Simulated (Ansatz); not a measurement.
# Changed inputs in constrained RPA: SrNbO3 (Pm-3m), part 2 of 2

Wanted: the sensitivity and cost of U and J for SrNbO3 (Pm-3m).

Ansatz 0.2.0; constrained RPA on LDA, plane waves, PAW.

So far. Step 6 (Changed: accuracy low): On the Nb t2g shell, screening brings the on-site interaction from 10.8 eV down to U = 2.96 eV. Step 7 (Changed: r2SCAN): On the Nb t2g shell, screening brings the on-site interaction from 11.3 eV down to U = 3.39 eV.

### 8. Changed: volume -3 %

This step: constrained RPA on LDA, plane waves, PAW.

The cell differs from the one that the last finished run ended in (a 4.070 → 4.029 Å, b 4.070 → 4.029 Å, c 4.070 → 4.029 Å).

The input, input.yaml:

```yaml
crystal:
  lattice:
    - [0.0, -4.0285789719, 0.0]
    - [-4.0285789719, 0.0, 0.0]
    - [0.0, 0.0, -4.0285789719]
  atoms:
    - { symbol: Sr, position: [0.5, 0.5, 0.5] }
    - { symbol: Nb, position: [0.0, 0.0, 0.0] }
    - { symbol: O, position: [0.0, 0.5, 0.0] }
    - { symbol: O, position: [0.0, 0.0, 0.5] }
    - { symbol: O, position: [0.5, 0.0, 0.0] }
kpoints:
  mp_grid: { grid: [6, 6, 6] }
hamiltonian:
  xc: lda
scf:
  occupations: { method: gaussian, width: 0.08 }
  n_extra_bands: 19
  max_iter: 150
  lower_state_search: "off"
output:
  crpa:
    kmesh: [6, 6, 6]
    target_bands: [v1, c2]
    projections: [{ species: Nb, l: d, shell: 4, orbitals: [dxz, dyz, dxy] }]
  local_orbitals:
    kmesh: [6, 6, 6]
    orbitals: [{ species: Nb, l: d, shell: 4, orbitals: [dxz, dyz, dxy] }]
    window: { bands: [v1, c2] }
    seedname: lo
```

On the command line:

```bash
ansatz run input.yaml --threads 4 --pin off --max-ram 14745MiB --backend cpu --events-out ev --progress --plain --runs-dir out
```

Numbers of over 12 decimals in the logs are rounded to 6 here.

What it wrote:

```text
[...]
Crystal: 5 atoms, lattice volume = 65.382 Å³
Basis set: ecut = 420 eV, 1309 PW (Γ)
Bands: 40, of which v1, the nominal top of the filled ones, is band 21 counted from 1 (20 counted from 0)
Symmetry: 48 space group operations
[...]
k-points: 20 of 216
[...]
k-point 19: bands = [... 17 lower, 9.6273, 9.6273, 9.6273, 15.9660, 15.9660, 15.9660, 16.1869, 16.1869, ... 15 higher]
[...]
χ-basis size per q: N_G = 208..251
[...]
Site 1, 4D, 3 of 5 d orbitals (Wannier functions 1, 2, 3; wannier90's mr 2, 3, 5):
      screened: U = 2.9506 eV, U' = 2.4043 eV, J = 0.2744 eV
      screened, to within: U = 3.8e-3 eV, U' = 3.8e-3 eV, J = 4.4e-4 eV
      bare: V = 10.6918 eV, V' = 9.8930 eV, J = 0.3796 eV
[...]
[key lines of the parts left out:]
SCF converged after 7 iterations
Free energy (F): -9560.005368 eV
Fermi energy:    13.174001 eV
```

Run time: 2.2 min. Hardware: 4 threads of Arm Neoverse V1, shared host; peak memory 0.76 GiB; 8.5 min of CPU time.

This step gave:

```
U                                                 : 2.951 eV
U prime (inter-orbital)                           : 2.404 eV
J                                                 : 0.2744 eV
bare V                                            : 10.69 eV
bare J                                            : 0.3796 eV
stated bound on U                                 : 0.003744 eV
U over bare V                                     : 0.2760
electrons in the window                           : 1.0000
head of the constrained inverse dielectric matrix : 0.2193
least eigenvalue of the projection's overlap      : 0.5155
target functions                                  : 3
bands in the sums                                 : 46
r.m.s. miss of the model bands                    : 0.01610 eV
width of the target bands                         : 3.955 eV
weight of the projected orbitals in the window    : 0.7144
```

On the Nb t2g shell, screening brings the on-site interaction from 10.7 eV down to U = 2.95 eV.

### 9. Changed: potentials

This step: constrained RPA on LDA, plane waves, norm-conserving pseudopotentials.

input.yaml, the sections that differ from step 8:

```yaml
crystal:
  lattice:
    - [0.0, -4.06968976, 0.0]
    - [-4.06968976, 0.0, 0.0]
    - [0.0, 0.0, -4.06968976]
  atoms:
    - { symbol: Sr, position: [0.5, 0.5, 0.5] }
    - { symbol: Nb, position: [0.0, 0.0, 0.0] }
    - { symbol: O, position: [0.0, 0.5, 0.0] }
    - { symbol: O, position: [0.0, 0.0, 0.5] }
    - { symbol: O, position: [0.5, 0.0, 0.0] }
hamiltonian:
  xc: lda
  pseudopotentials: { kind: nc }
output:
  crpa:
    kmesh: [6, 6, 6]
    target_bands: [v1, c2]
    projections: [{ species: Nb, l: d, shell: 4, orbitals: [dxz, dyz, dxy] }]
# kpoints, scf: as in step 8
```

What it wrote:

```text
[...]
Crystal: 5 atoms, lattice volume = 67.404 Å³
Basis set: ecut = 1142.878222 eV, 5887 PW (Γ)
Bands: 40, of which v1, the nominal top of the filled ones, is band 21 counted from 1 (20 counted from 0)
Symmetry: 48 space group operations
[...]
k-points: 20 of 216
[...]
k-point 19: bands = [... 17 lower, 9.3128, 9.3128, 9.3128, 15.4080, 15.4080, 15.4080, 15.7781, 15.7781, ... 15 higher]
[...]
χ-basis size per q: N_G = 232..280
[...]
Site 1, 4D, 3 of 5 d orbitals (Wannier functions 1, 2, 3; wannier90's mr 2, 3, 5):
      screened: U = 2.9796 eV, U' = 2.4230 eV, J = 0.2786 eV
      screened, to within: U = 4.3e-3 eV, U' = 4.3e-3 eV, J = 6.6e-4 eV
      bare: V = 10.8112 eV, V' = 9.9977 eV, J = 0.3858 eV
[...]
[key lines of the parts left out:]
SCF converged after 8 iterations
Free energy (F): -3984.925859 eV
Fermi energy:    12.761571 eV
```

Elapsed: 10 min, on 4 threads; peak memory 1.9 GiB.

Numbers from this step:

```yaml
u: 2.980 eV
u_prime_inter_orbital: 2.423 eV
j: 0.2786 eV
bare_v: 10.81 eV
bare_j: 0.3858 eV
stated_bound_on_u: 0.004204 eV
u_over_bare_v: 0.2756
electrons_in_the_window: 1.0000
head_of_the_constrained_inverse_dielectric_matrix: 0.2201
least_eigenvalue_of_the_projection_s_overlap: 0.5403
target_functions: 3
bands_in_the_sums: 46
width_of_the_target_bands: 3.762 eV
weight_of_the_projected_orbitals_in_the_window: 0.7228
```

On the Nb t2g shell, screening brings the on-site interaction from 10.8 eV down to U = 2.98 eV.

### 10. Changed: volume -6 %

This step: constrained RPA on LDA, plane waves, PAW.

The cell differs from the one that the last finished run ended in (a 4.070 → 3.987 Å, b 4.070 → 3.987 Å, c 4.070 → 3.987 Å).

input.yaml, as its differences from that of step 9:

```diff
@@ -2,5 +2,5 @@
   lattice:
-    - [0.0, -4.06968976, 0.0]
-    - [-4.06968976, 0.0, 0.0]
-    - [0.0, 0.0, -4.06968976]
+    - [0.0, -3.9866115557, 0.0]
+    - [-3.9866115557, 0.0, 0.0]
+    - [0.0, 0.0, -3.9866115557]
   atoms:
@@ -15,3 +15,2 @@
   xc: lda
-  pseudopotentials: { kind: nc }
 scf:
@@ -26 +25,6 @@
     projections: [{ species: Nb, l: d, shell: 4, orbitals: [dxz, dyz, dxy] }]
+  local_orbitals:
+    kmesh: [6, 6, 6]
+    orbitals: [{ species: Nb, l: d, shell: 4, orbitals: [dxz, dyz, dxy] }]
+    window: { bands: [v1, c2] }
+    seedname: lo
```

What it wrote:

```text
[...]
Crystal: 5 atoms, lattice volume = 63.360 Å³
Basis set: ecut = 420 eV, 1237 PW (Γ)
Bands: 40, of which v1, the nominal top of the filled ones, is band 21 counted from 1 (20 counted from 0)
Symmetry: 48 space group operations
[...]
k-points: 20 of 216
[...]
k-point 19: bands = [... 17 lower, 10.0683, 10.0683, 10.0683, 16.6674, 16.6674, 16.6674, 16.7467, 16.7467, ... 15 higher]
[...]
χ-basis size per q: N_G = 208..251
[...]
Site 1, 4D, 3 of 5 d orbitals (Wannier functions 1, 2, 3; wannier90's mr 2, 3, 5):
      screened: U = 2.9250 eV, U' = 2.3903 eV, J = 0.2700 eV
      screened, to within: U = 3.7e-3 eV, U' = 3.7e-3 eV, J = 4.2e-4 eV
      bare: V = 10.5753 eV, V' = 9.7923 eV, J = 0.3734 eV
[...]
[key lines of the parts left out:]
SCF converged after 7 iterations
Free energy (F): -9560.046543 eV
Fermi energy:    13.717335 eV
```

Elapsed: 2.2 min, on 4 threads; peak memory 0.75 GiB; 8.3 min of CPU time.

This step gave:

```yaml
u: 2.925 eV
u_prime_inter_orbital: 2.390 eV
j: 0.2700 eV
bare_v: 10.58 eV
bare_j: 0.3734 eV
stated_bound_on_u: 0.003610 eV
u_over_bare_v: 0.2766
electrons_in_the_window: 1.0000
head_of_the_constrained_inverse_dielectric_matrix: 0.2190
least_eigenvalue_of_the_projection_s_overlap: 0.4915
target_functions: 3
bands_in_the_sums: 46
r_m_s_miss_of_the_model_bands: 0.02285 eV
width_of_the_target_bands: 4.166 eV
weight_of_the_projected_orbitals_in_the_window: 0.7053
```

On the Nb t2g shell, screening brings the on-site interaction from 10.6 eV down to U = 2.93 eV.

### 11. Changed: volume +3 %

The cell differs from the one that the last finished run ended in (a 3.987 → 4.110 Å, b 3.987 → 4.110 Å, c 3.987 → 4.110 Å).

input.yaml, as its differences from that of step 10:

```diff
@@ -2,5 +2,5 @@
   lattice:
-    - [0.0, -3.9866115557, 0.0]
-    - [-3.9866115557, 0.0, 0.0]
-    - [0.0, 0.0, -3.9866115557]
+    - [0.0, -4.1099863387, 0.0]
+    - [-4.1099863387, 0.0, 0.0]
+    - [0.0, 0.0, -4.1099863387]
   atoms:
```

What it wrote:

```text
[...]
Crystal: 5 atoms, lattice volume = 69.426 Å³
Basis set: ecut = 420 eV, 1357 PW (Γ)
Bands: 40, of which v1, the nominal top of the filled ones, is band 21 counted from 1 (20 counted from 0)
Symmetry: 48 space group operations
[...]
k-points: 20 of 216
[...]
k-point 19: bands = [... 17 lower, 8.8237, 8.8237, 8.8237, 14.6813, 14.6813, 14.6813, 15.1576, 15.1576, ... 15 higher]
[...]
χ-basis size per q: N_G = 236..280
[...]
Site 1, 4D, 3 of 5 d orbitals (Wannier functions 1, 2, 3; wannier90's mr 2, 3, 5):
      screened: U = 2.9776 eV, U' = 2.4118 eV, J = 0.2816 eV
      screened, to within: U = 3.9e-3 eV, U' = 3.9e-3 eV, J = 4.4e-4 eV
      bare: V = 10.8824 eV, V' = 10.0571 eV, J = 0.3896 eV
[...]
[key lines of the parts left out:]
SCF converged after 6 iterations
Free energy (F): -9559.727681 eV
Fermi energy:    12.168279 eV
```

The job ended after 2.9 min (4 threads; peak memory 0.78 GiB; 11 min of CPU time).

This step gave:

* U: 2.978 eV
* U prime (inter-orbital): 2.412 eV
* J: 0.2816 eV
* bare V: 10.88 eV
* bare J: 0.3896 eV
* stated bound on U: 0.003844 eV
* U over bare V: 0.2736
* electrons in the window: 1.0000
* head of the constrained inverse dielectric matrix: 0.2187
* least eigenvalue of the projection's overlap: 0.5554
* target functions: 3
* bands in the sums: 46
* r.m.s. miss of the model bands: 0.008752 eV
* width of the target bands: 3.581 eV
* weight of the projected orbitals in the window: 0.7277

On the Nb t2g shell, screening brings the on-site interaction from 10.9 eV down to U = 2.98 eV.

### 12. Changed: potentials

input.yaml, the sections that differ from step 11:

```yaml
crystal:
  lattice:
    - [0.0, -4.06968976, 0.0]
    - [-4.06968976, 0.0, 0.0]
    - [0.0, 0.0, -4.06968976]
  atoms:
    - { symbol: Sr, position: [0.5, 0.5, 0.5] }
    - { symbol: Nb, position: [0.0, 0.0, 0.0] }
    - { symbol: O, position: [0.0, 0.5, 0.0] }
    - { symbol: O, position: [0.0, 0.0, 0.5] }
    - { symbol: O, position: [0.5, 0.0, 0.0] }
hamiltonian:
  xc: lda
  pseudopotentials: { kind: paw, source: ansatz }
output:
  crpa:
    kmesh: [6, 6, 6]
    target_bands: [v1, c2]
    projections: [{ species: Nb, l: d, shell: 4, orbitals: [dxz, dyz, dxy] }]
# kpoints, scf: as in step 11
```

What it wrote:

```text
[...]
Crystal: 5 atoms, lattice volume = 67.404 Å³
Basis set: ecut = 930 eV, 4385 PW (Γ)
Bands: 40, of which v1, the nominal top of the filled ones, is band 21 counted from 1 (20 counted from 0)
Symmetry: 48 space group operations
[...]
k-points: 20 of 216
[...]
k-point 19: bands = [... 17 lower, 9.2637, 9.2637, 9.2637, 15.3601, 15.3601, 15.3601, 15.7056, 15.7056, ... 15 higher]
[...]
χ-basis size per q: N_G = 232..280
[...]
Site 1, 4D, 3 of 5 d orbitals (Wannier functions 1, 2, 3; wannier90's mr 2, 3, 5):
      screened: U = 2.9654 eV, U' = 2.4104 eV, J = 0.2779 eV
      screened, to within: U = 3.7e-3 eV, U' = 3.7e-3 eV, J = 4.9e-4 eV
      bare: V = 10.7874 eV, V' = 9.9759 eV, J = 0.3850 eV
[...]
[key lines of the parts left out:]
SCF converged after 8 iterations
Free energy (F): -9568.211500 eV
Fermi energy:    12.704121 eV
```

Wall time 8 min (4 threads); peak memory 1.6 GiB; 31 min of CPU time.

Numbers from this step:

| Item | Value |
| --- | --- |
| U | 2.965 eV |
| U prime (inter-orbital) | 2.410 eV |
| J | 0.2779 eV |
| bare V | 10.79 eV |
| bare J | 0.3850 eV |
| stated bound on U | 0.003631 eV |
| U over bare V | 0.2749 |
| electrons in the window | 1.0000 |
| head of the constrained inverse dielectric matrix | 0.2192 |
| least eigenvalue of the projection's overlap | 0.5391 |
| target functions | 3 |
| bands in the sums | 46 |
| width of the target bands | 3.773 eV |
| weight of the projected orbitals in the window | 0.7219 |

On the Nb t2g shell, screening brings the on-site interaction from 10.8 eV down to U = 2.97 eV.

### 13. Side by side

Times are wall times on 4 threads of Arm Neoverse V1, shared host, good to a factor of about two.

```csv
run,bare V (eV),U (eV),J (eV),bound on U (eV),width (eV),time
target window,10.79,2.968,0.278,0.0038,3.76,2.8 min
4×4×4 mesh,10.90,2.975,0.281,0.0037,3.76,30 s
2×2×2 mesh,11.81,3.307,0.309,0.0043,3.76,5 s
smooth pair densities,10.79,2.974,0.281,0.0027,3.76,2.7 min
accuracy low,10.79,2.958,0.277,0.0456,3.76,81 s
r2SCAN,11.30,3.392,0.305,0.0048,3.71,3.9 min
volume -3 %,10.69,2.951,0.274,0.0037,3.96,2.2 min
potentials,10.81,2.980,0.279,0.0042,3.76,10 min
volume -6 %,10.58,2.925,0.270,0.0036,4.17,2.2 min
volume +3 %,10.88,2.978,0.282,0.0038,3.58,2.9 min
potentials,10.79,2.965,0.278,0.0036,3.77,8 min
```

### 14. Summary of results

| Item | Value |
| --- | --- |
| target window | U 2.97 eV, J 0.28 eV |
| 4×4×4 mesh | U 2.97 eV, J 0.28 eV |
| 2×2×2 mesh | U 3.31 eV, J 0.31 eV |
| smooth pair densities | U 2.97 eV, J 0.28 eV |
| accuracy low | U 2.96 eV, J 0.28 eV |
| r2SCAN | U 3.39 eV, J 0.30 eV |
| volume -3 % | U 2.95 eV, J 0.27 eV |
| potentials | U 2.98 eV, J 0.28 eV |
| volume -6 % | U 2.93 eV, J 0.27 eV |
| volume +3 % | U 2.98 eV, J 0.28 eV |
| potentials | U 2.97 eV, J 0.28 eV |

In words: 4×4×4 mesh moves U by +0.01 eV (within the solver's bounds, for the mean over orbitals) at 0.18 times the time. 2×2×2 mesh moves U by +0.34 eV at 0.030 times the time. Smooth pair densities moves U by +0.01 eV (within the solver's bounds, for the mean over orbitals). Accuracy low moves U by −0.01 eV (within the solver's bounds, for the mean over orbitals) at 0.47 times the time. r2SCAN moves U by +0.42 eV. Volume -3 % moves U by −0.02 eV. Potentials moves U by +0.01 eV at 3.7 times the time. Volume -6 % moves U by −0.04 eV. Volume +3 % moves U by +0.01 eV. Potentials moves U by −0.003 eV (within the solver's bounds, for the mean over orbitals) at 2.8 times the time. The printed bound covers the solver alone, not the mesh, and no denser mesh than the base was run. The parent state is non-magnetic and the interaction static (zero frequency); U depends on the window and the orbitals, so it belongs to this model alone.

[Paths, hosts, dates, memory and timing lines, banners, echoed tables and standing remarks are left out of the program output.]

[Logs are printed without paths, hosts, clocks, repeated set-up lines and the standing remarks that a program may print on its own settings, such as how far it seeks lower states.]

[Runs of the session that timed out or met a known fault of the program may be left out.]

[Hosts, paths, dates, database ids (printed as entryN), source tags and the programs' standing remarks are cut or masked in the printed files.]
